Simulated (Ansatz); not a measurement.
**Which site? Si in place of C in C(111) slab, H on both faces (288 atoms)**

Aim: make Si in place of C at several sites of C(111) slab, H on both faces (288 atoms), relax each, and compare their energies.

Method: Kohn-Sham DFT, PBE+D3(BJ), PAW (set soft_2), plane waves, in Ansatz 0.2.0.

## (1) Set-up

The cell holds 288 atoms: 256 C and 32 H. Cell: a = 10.089 Å, b = 10.089 Å, c = 29.111 Å, α = 90.0°, β = 90.0°, γ = 120.0°. It derives from C (diamond-structure). Diamond-structure C (a = 3.567 Å), (111) slab of 16 atomic planes, 4 x 4 surface cells, H on the broken bonds of both faces, 12 Å of vacuum; displaced by a Gaussian of 0.02 Å. Regions: slab, 256 atoms (256 C); hydrogen, 32 atoms (32 H). Vacuum lies along c.

Limits known from the start: Only the Γ point is sampled, in a cell whose shortest periodic width is 9 Å.

## (2) Single point at the start

The forces at the start show how far the geometry lies from a minimum of this functional.

Contents of input.yaml:

```yaml
crystal:
  lattice:
    - [10.089, 0.0, 0.0]
    - [-5.0445, 8.73733, 0.0]
    - [0.0, 0.0, 29.11071]
  atoms:
    - { symbol: C, position: [0.33221, 0.91715, 0.26196] }
    - { symbol: C, position: [0.25004, 0.00018, 0.24461] }
    - { symbol: C, position: [0.16243, 0.82963, 0.33186] }
    - { symbol: C, position: [0.33217, 0.91389, 0.31528] }
    - { symbol: C, position: [0.25346, 0.00139, 0.4025] }
    - { symbol: C, position: [0.16704, 0.83509, 0.38514] }
    - { symbol: C, position: [0.33305, 0.91793, 0.47469] }
    - { symbol: C, position: [0.24664, 0.00011, 0.45544] }
    - { symbol: C, position: [0.1651, 0.83373, 0.54259] }
    - { symbol: C, position: [0.32822, 0.9147, 0.52687] }
    - { symbol: C, position: [0.25293, 0.00234, 0.61547] }
    - { symbol: C, position: [0.1724, 0.83491, 0.59733] }
    - { symbol: C, position: [0.33094, 0.91461, 0.68599] }
    - { symbol: C, position: [0.24849, 0.00022, 0.66764] }
    - { symbol: C, position: [0.16567, 0.83236, 0.756] }
    - { symbol: C, position: [0.33795, 0.91859, 0.73926] }
    - { symbol: C, position: [0.3322, 0.66653, 0.26239] }
    - { symbol: C, position: [0.25298, 0.75051, 0.24422] }
    - { symbol: C, position: [0.16924, 0.58609, 0.33153] }
    - { symbol: C, position: [0.33397, 0.6653, 0.31446] }
    - { symbol: C, position: [0.2516, 0.75665, 0.40207] }
    - { symbol: C, position: [0.16784, 0.58609, 0.38556] }
    - { symbol: C, position: [0.33523, 0.66663, 0.47346] }
    - { symbol: C, position: [0.25241, 0.75051, 0.45533] }
    - { symbol: C, position: [0.16143, 0.58372, 0.5437] }
    - { symbol: C, position: [0.33322, 0.6654, 0.5251] }
    - { symbol: C, position: [0.24944, 0.74729, 0.61402] }
    - { symbol: C, position: [0.16877, 0.58341, 0.59748] }
    - { symbol: C, position: [0.33467, 0.66706, 0.68542] }
    - { symbol: C, position: [0.24922, 0.75352, 0.66841] }
    - { symbol: C, position: [0.167, 0.58271, 0.75723] }
    - { symbol: C, position: [0.33088, 0.66749, 0.73902] }
    [... 250 atom lines left out ...]
    - { symbol: H, position: [0.74938, 0.2463, 0.20636] }
    - { symbol: H, position: [0.66606, 0.07887, 0.79442] }
    - { symbol: H, position: [0.00282, 0.50111, 0.20683] }
    - { symbol: H, position: [0.91357, 0.33087, 0.79475] }
    - { symbol: H, position: [0.00419, 0.25361, 0.20667] }
    - { symbol: H, position: [0.91805, 0.08348, 0.79418] }
kpoints:
  mp_grid: { grid: [1, 1, 1] }
hamiltonian:
  xc: pbe
  dispersion: d3bj
scf:
  occupations: { method: fermi_dirac, width: 0.025 }
output:
  forces: true
```

Run with:

```
ansatz run input.yaml --threads 8 --pin off --max-ram 15872MiB --backend cpu --events-out ev --progress --plain --runs-dir out
```

Numbers of over 12 decimals in the logs are rounded to 6 here.

Output:

```text
Engine: ansatz 0.2.0, aarch64-unknown-linux-gnu
Pseudopotentials: kind: paw
Pseudopotential: C, paw, valence charge 4, recommended cutoff 420 eV (normal), C.paw.azcp
Pseudopotential: H, paw, valence charge 1, recommended cutoff 420 eV (normal), H.paw.azcp
[... 5 lines on functional and potentials left out ...]
Crystal: 288 atoms, lattice volume = 2566.136 Å³
Basis set: ecut = 420 eV, 50053 PW (Γ), exchange–correlation on 144×144×400 points (8 copies of the dense FFT grid, shifted against one another)
Bands: 816, of which v1, the nominal top of the filled ones, is band 528 counted from 1 (527 counted from 0)
Symmetry: 1 space group operations
Space group: P1 (ITA 1), of the structure as read, at distance tolerance 1.4e-4 Å
k-points: 1
[... 5 lines on functional and potentials left out ...]
Initial density: superposition of atomic densities (neutral atoms: chi_scale 0, normalization atom), corrected by the library's trained network
Initial wavefunctions: pseudopotential atomic-orbital guess
Functional: x = pbe(κ = 0.804, μ = 0.219515), c = pbe(β = 0.066725)
SCF iter   1: F=—  HF=-64756.142789 eV  |F-HF|=—  |Δ(HF+E_count)|=         —  Δρ=3.47e-3  dr2=1.77e0  ethr=1.77e-3  ⟨swp⟩=10.0  Hψ=4413  notcnv=0  defer=213
preconditioner: auto → Resta (q_TF=auto, 2.353 Å⁻¹)  ε∞=3.1  [insulator: Δε(μ)=3.191 eV  Ē_g=16.501 eV  σ=0.025 eV  W_gap=1.00  n_scr=572 (ndim 8)  ℏωp=23.8 eV  f_vac=0.358  D(μ)=0.00/eV (n_scr^D=0)  ε∞_Penn≈3.1  vacuum switching on, ρ_ref=2.0e-2 e/Å³]
SCF iter   2: F=—  HF=-64755.844934 eV  |F-HF|=—  |Δ(HF+E_count)|=   2.98e-1  Δρ=2.50e-3  dr2=1.32e-1  ethr=1.68e-4  ⟨swp⟩=3.0  Hψ=1102  notcnv=0  defer=284
SCF iter   3: F=—  HF=-64755.832645 eV  |F-HF|=—  |Δ(HF+E_count)|=   1.23e-2  Δρ=1.12e-3  dr2=2.35e-2  ethr=1.25e-5  ⟨swp⟩=3.0  Hψ=1033  notcnv=0  defer=80
automatic band count: iteration 3 solves 612 bands in place of 816: the levels show a gap, and the empty bands left out lie too high to hold charge; the band table lists the bands solved (type scf.n_extra_bands for more)
SCF iter   4: F=—  HF=-64755.834636 eV  |F-HF|=—  |Δ(HF+E_count)|=   1.99e-3  Δρ=1.61e-4  dr2=6.11e-4  ethr=2.22e-6  ⟨swp⟩=13.0  Hψ=1789  notcnv=0  defer=80
SCF iter   5: F=—  HF=-64755.834777 eV  |F-HF|=—  |Δ(HF+E_count)|=   1.41e-4  Δρ=5.97e-5  dr2=6.71e-5  ethr=5.78e-8  ⟨swp⟩=4.0  Hψ=1553  notcnv=0  defer=80
SCF iter   6: F=—  HF=-64755.833120 eV  |F-HF|=—  |Δ(HF+E_count)|=   1.66e-3  Δρ=1.55e-5  dr2=6.02e-6  ethr=6.35e-9  ⟨swp⟩=6.0  Hψ=1126  notcnv=0  defer=81
SCF iter   7: F=—  HF=-64755.833121 eV  |F-HF|=—  |Δ(HF+E_count)|=   1.77e-6  Δρ=3.85e-6  dr2=4.18e-7  ethr=5.71e-10  ⟨swp⟩=3.0  Hψ=1236  notcnv=0  defer=80
SCF iter   8: F=-64755.833122 eV  HF=-64755.833122 eV  |F-HF|=7.42e-9  |Δ(HF+E_count)|=   1.17e-7  Δρ=1.25e-6  dr2=4.24e-8  ethr=9.47e-12  ⟨swp⟩=5.0  Hψ=2215  notcnv=0
SCF 1 converged in 8 iterations: F = -64755.833122 eV  dr2 = 4.24e-8
  greatest PAW one-centre occupation: 0.654 electrons in one spin orbital (limit 2), on the C atom at site 126 (counted from 0), in its partial waves of l = 0
SCF converged after 8 iterations
Free energy (F): -64755.833122 eV
Harris-Foulkes:  -64755.833122 eV  (|F-HF|=7.42e-9)
Internal energy: -64755.833122 eV  (E = F + TS)
E sigma→0 (E₀):  -64755.833122 eV
Fermi energy:    7.488916 eV
--- Per-component energies (eV) ---
  E_band       = -2690.968198
  E_kinetic    = 24097.975710
  E_local      = -982981.831762  (includes V_loc(G=0)·N_el)
  E_nonlocal   = 6881.678858
  E_hartree    = 483447.013327
  E_xc         = -12753.713489
  E_vxc        = -15844.493208  (∫ρ·V_xc dr)
  E_paw        = -25426.955113  (= ΣΔE_a)
  E_vpaw       = -1738.168207  (= ΣTr[D̂ρ^β])
  E_aug_tail   = -0.041711  (compensation charges beyond the density's cutoff)
  E_ewald      = 442026.312752
  E_disp       = -46.271694  (pairwise vdW)
  E_smearing   = -0.000000  (= −TS)
  E_closure    = -0.000000  (closes the sum)
  Σ components = -64755.833122   (vs F -64755.833122, Δ=0.00e0)
--- Forces (eV/Å), atoms counted from 1 ---
  atom   1  C      1.08359572    -0.17913161    -1.07110990
  atom   2  C     -0.33363017    -0.46291507    -0.04352047
  atom   3  C      1.02936312     1.55099031     0.38516178
  atom   4  C     -0.10018219     0.68738316    -0.56233853
  atom   5  C     -2.17055416    -0.03956041     0.18678174
  atom   6  C     -0.12821388    -0.40396986    -0.35758110
  atom   7  C     -0.10624991    -0.52579337    -1.59072433
  atom   8  C      1.27015738    -0.23674208     0.52422560
  atom   9  C      0.45856544     0.04833695     2.17363814
  atom  10  C      1.97229689     1.21001356    -0.47254258
  atom  11  C     -0.96086722    -1.66400646    -0.68043951
  atom  12  C     -1.95977891    -0.40104295    -0.79584995
  atom  13  C      0.29513279     1.05824815     0.00537559
  atom  14  C      0.89149301    -0.28057417     0.69754622
[...]
atom 287  H      0.03843187    -0.10057223    -2.22532703
  atom 288  H     -0.00721334    -0.06040705    -0.18071086
  max |Σ_I F_I| component: 1.42e-4 eV/Å
```

The job ended after 37 s (8 threads of Arm Neoverse V1, shared host; peak memory 4.8 GiB; 4.9 min of CPU time).

The r.m.s. force at the start is 1.00 eV/Å.

## (3) Relaxation

The atoms are relaxed in the fixed cell, aiming at the force tolerance of the input.

Contents of input.yaml:

```yaml
crystal:
  lattice:
    - [10.089, 0.0, 0.0]
    - [-5.0445, 8.73733, 0.0]
    - [0.0, 0.0, 29.11071]
  atoms:
    [... the 288 atom lines of step 2 ...]
kpoints:
  mp_grid: { grid: [1, 1, 1] }
hamiltonian:
  xc: pbe
  dispersion: d3bj
scf:
  occupations: { method: fermi_dirac, width: 0.025 }
output:
  forces: true
relax:
  f_tol: 0.05
  max_steps: 120
```

Output:

```text
[...]
Crystal: 288 atoms, lattice volume = 2566.136 Å³
Basis set: ecut = 420 eV, 50053 PW (Γ), exchange–correlation on 144×144×400 points (8 copies of the dense FFT grid, shifted against one another)
Bands: 816, of which v1, the nominal top of the filled ones, is band 528 counted from 1 (527 counted from 0)
Symmetry: 1 space group operations
[...]
k-points: 1
[...]
SCF iter   1: F=—  HF=-64756.142788 eV  |F-HF|=—  |Δ(HF+E_count)|=         —  Δρ=3.47e-3  dr2=1.77e0  ethr=1.77e-3  ⟨swp⟩=10.0  Hψ=4413  notcnv=0  defer=213
[...]
SCF iter   5: F=—  HF=-64755.833083 eV  |F-HF|=—  |Δ(HF+E_count)|=   1.50e-4  Δρ=5.92e-5  dr2=7.63e-5  ethr=5.97e-8  ⟨swp⟩=4.0  Hψ=1589  notcnv=0  defer=284
SCF iter   6: F=-64755.833119 eV  HF=-64755.833120 eV  |F-HF|=3.68e-7  |Δ(HF+E_count)|=   3.64e-5  Δρ=1.55e-5  dr2=6.18e-6  ethr=5.92e-9  ⟨swp⟩=4.0  Hψ=2030  notcnv=0
SCF 1 converged in 6 iterations: F = -64755.833119 eV  dr2 = 6.18e-6
[...]
relax step   1: F+E_penalty+E_count = -64755.83311924 eV  Δ(F+E_penalty+E_count) = +0.000e0 eV  max|allowed force component| = 4.417e0 eV/Å  Δτ_max = 0.0000 Å  (6 SCF iters, dr2 threshold 6.25e-5 eV, accepted)
[...]
relax step   2: F+E_penalty+E_count = -64762.15480636 eV  Δ(F+E_penalty+E_count) = -6.322e0 eV  max|allowed force component| = 1.299e0 eV/Å  Δτ_max = 0.1053 Å  (6 SCF iters, dr2 threshold 1.00e-4 eV, accepted)
[...]
relax step   3: F+E_penalty+E_count = -64763.34516907 eV  Δ(F+E_penalty+E_count) = -1.190e0 eV  max|allowed force component| = 4.215e-2 eV/Å  Δτ_max = 0.0311 Å  (5 SCF iters, dr2 threshold 1.00e-4 eV, accepted)
[...]
relax step   4: F+E_penalty+E_count = -64763.34517409 eV  Δ(F+E_penalty+E_count) = -5.018e-6 eV  max|allowed force component| = 4.261e-2 eV/Å  Δτ_max = 0.0000 Å  (4 SCF iters, accepted)
SCF converged after 4 iterations
Free energy (F): -64763.345174 eV
[...]
Internal energy: -64763.345174 eV  (E = F + TS)
E sigma→0 (E₀):  -64763.345174 eV
Fermi energy:    7.469232 eV
[...]
Σ components = -64763.345174   (vs F -64763.345174, Δ=0.00e0)
--- Forces (eV/Å), atoms counted from 1 ---
  atom   1  C      0.00179903    -0.00343580     0.00040779
  atom   2  C     -0.00840285    -0.00339662    -0.00678853
  atom   3  C      0.00819944     0.00547474     0.01168648
  atom   4  C      0.00842451     0.00242654     0.00761710
[...]
atom 288  H     -0.00366006     0.00092030    -0.01188132
  max |Σ_I F_I| component: 3.03e-5 eV/Å
--- Relaxed structure (4 steps of the walk, 4 accepted, 0 SCFs on fresh bases) ---
  F+E_penalty+E_count = -64763.34517409 eV   max|allowed force component| = 4.261e-2 eV/Å
  atoms:
    - { symbol: C, position: [0.333423, 0.916569, 0.261900] }
    - { symbol: C, position: [0.250078, -0.000106578, 0.245295] }
    - { symbol: C, position: [0.166717, 0.833230, 0.332608] }
    - { symbol: C, position: [0.333386, 0.916553, 0.315085] }
[...]
- { symbol: H, position: [0.916852, 0.083281, 0.792718] }
```

Wall time 1.9 min (8 threads); peak memory 4.8 GiB; 14 min of CPU time.

The relaxation converged after 4 steps, 7.51 eV below its start, with a largest force component of 0.043 eV/Å.

## (4) Single point at the relaxed geometry

One more single point at the end of the walk gives the fuller output and checks the residual forces.

Contents of input.yaml:

```yaml
crystal:
  lattice:
    - [10.089, 0.0, 0.0]
    - [-5.0445, 8.73733, 0.0]
    - [0.0, 0.0, 29.11071]
  atoms:
    - { symbol: C, position: [0.33342, 0.91657, 0.2619] }
    - { symbol: C, position: [0.25008, 0.99989, 0.2453] }
    - { symbol: C, position: [0.16672, 0.83323, 0.33261] }
    - { symbol: C, position: [0.33339, 0.91655, 0.31509] }
    - { symbol: C, position: [0.25005, 0.99988, 0.40305] }
    - { symbol: C, position: [0.16673, 0.83324, 0.38553] }
    [... 276 atom lines left out ...]
    - { symbol: H, position: [0.74998, 0.24962, 0.20719] }
    - { symbol: H, position: [0.66682, 0.08359, 0.79269] }
    - { symbol: H, position: [0.0003, 0.50014, 0.20721] }
    - { symbol: H, position: [0.91681, 0.33327, 0.79269] }
    - { symbol: H, position: [6.0e-05, 0.24991, 0.20719] }
    - { symbol: H, position: [0.91685, 0.08328, 0.79272] }
kpoints:
  mp_grid: { grid: [1, 1, 1] }
hamiltonian:
  xc: pbe
  dispersion: d3bj
scf:
  occupations: { method: fermi_dirac, width: 0.025 }
output:
  forces: true
  populations: true
  dos:
    method: { smearing: { sigma: 0.15 } }
    de: 0.1
    projected:
      site_lists:
        C: [C]
        H: [H]
        hydrogen: [256, 257, 258, 259, 260, 261, 262, 263, 264, 265, 266, 267, 268, 269, 270, 271, 272, 273, 274, 275, 276, 277, 278, 279, 280, 281, 282, 283, 284, 285, 286, 287]
  eigenvalues: true
  write_density: true
  write_potential: true
  volumetric_format: npy
```

Output:

```text
[...]
Crystal: 288 atoms, lattice volume = 2566.136 Å³
Basis set: ecut = 420 eV, 50053 PW (Γ), exchange–correlation on 144×144×400 points (8 copies of the dense FFT grid, shifted against one another)
Bands: 816, of which v1, the nominal top of the filled ones, is band 528 counted from 1 (527 counted from 0)
Symmetry: 1 space group operations
[...]
k-points: 1
[...]
SCF iter   1: F=—  HF=-64763.611113 eV  |F-HF|=—  |Δ(HF+E_count)|=         —  Δρ=3.24e-3  dr2=1.61e0  ethr=1.77e-3  ⟨swp⟩=9.0  Hψ=4707  notcnv=0  defer=167
[...]
SCF iter   8: F=-64763.345106 eV  HF=-64763.345106 eV  |F-HF|=2.48e-8  |Δ(HF+E_count)|=   2.62e-8  Δρ=1.32e-6  dr2=4.37e-8  ethr=9.47e-12  ⟨swp⟩=29.0  Hψ=9961  notcnv=0
SCF 1 converged in 8 iterations: F = -64763.345106 eV  dr2 = 4.37e-8
[...]
WARN: The output density's exchange-correlation potential varies sharply where the density is thin. Do not read a vacuum level from v_tot or v_xc, or from such a field of the output density. On a cell that repeats whose density bears no net charge and no dipole along the vacuum's axis use v_es (v_loc + v_h of the components); [...]
SCF converged after 8 iterations
Free energy (F): -64763.345106 eV
[...]
Internal energy: -64763.345106 eV  (E = F + TS)
E sigma→0 (E₀):  -64763.345106 eV
Fermi energy:    7.469158 eV
[...]
--- Forces (eV/Å), atoms counted from 1 ---
  atom   1  C      0.00338423    -0.00384051     0.00494798
  atom   2  C     -0.01057756    -0.00153438    -0.01564623
  atom   3  C      0.00694800     0.00569129     0.01231190
  atom   4  C      0.00693883     0.00345699     0.00405203
  atom   5  C     -0.00032850     0.00396474     0.01240294
  atom   6  C      0.00253732    -0.00788087    -0.01051874
  atom   7  C      0.00084932    -0.01133992    -0.00459967
  atom   8  C     -0.00166471     0.01296274     0.00109576
  atom   9  C      0.00086296     0.00653026     0.02971524
  atom  10  C      0.01134574    -0.00108227     0.00757108
  atom  11  C     -0.01080974     0.00743486     0.01436597
  atom  12  C      0.00016220    -0.00324751    -0.01369256
  atom  13  C     -0.00592525    -0.01328901     0.01345454
  atom  14  C      0.01482124     0.00067180    -0.01942338
[...]
atom 287  H      0.00147103    -0.00040102     0.01507661
  atom 288  H     -0.00399609     0.00046303    -0.01516396
  max |Σ_I F_I| component: 9.15e-6 eV/Å
--- Band table (eV) ---
[...]
--- Löwdin populations: 288 sites ---
  site symbol       q [e]
     0      C      3.9612
     1      C      4.1297
     2      C      3.9871
[...]
287      H      0.8537
  spilling = 0.004127 (of n_electrons = 1056.000000)
```

Run time: 79 s. Hardware: 8 threads; peak memory 4.8 GiB; 10 min of CPU time.

The program notes that the exchange-correlation potential is rough where the density is thin.

Numbers from this run:

```yaml
free_energy: -64763.3451 eV
free_energy_per_atom: -224.8727 eV/atom
scf_cycles: 8
r_m_s_force_component: 0.00912 eV/Å
longest_force: 0.03681 eV/Å
fermi_energy: 7.469 eV
spacing_of_highest_filled_and_lowest_empty_level: 2.625 eV
potential_in_mid_vacuum_over_the_fermi_level: 2.151 eV
potential_4p5_a_over_the_upper_face: 2.151 eV
potential_4p5_a_under_the_lower_face: 2.155 eV
spilling_of_the_projection: 0.004127
```

(Continued in part 2 of 2.)

[Logs are printed without paths, hosts, clocks, repeated set-up lines and the standing remarks that a program may print on its own settings, such as how far it seeks lower states.]

[Hosts, paths, dates, database ids (printed as entryN), source tags and the programs' standing remarks are cut or masked in the printed files.]
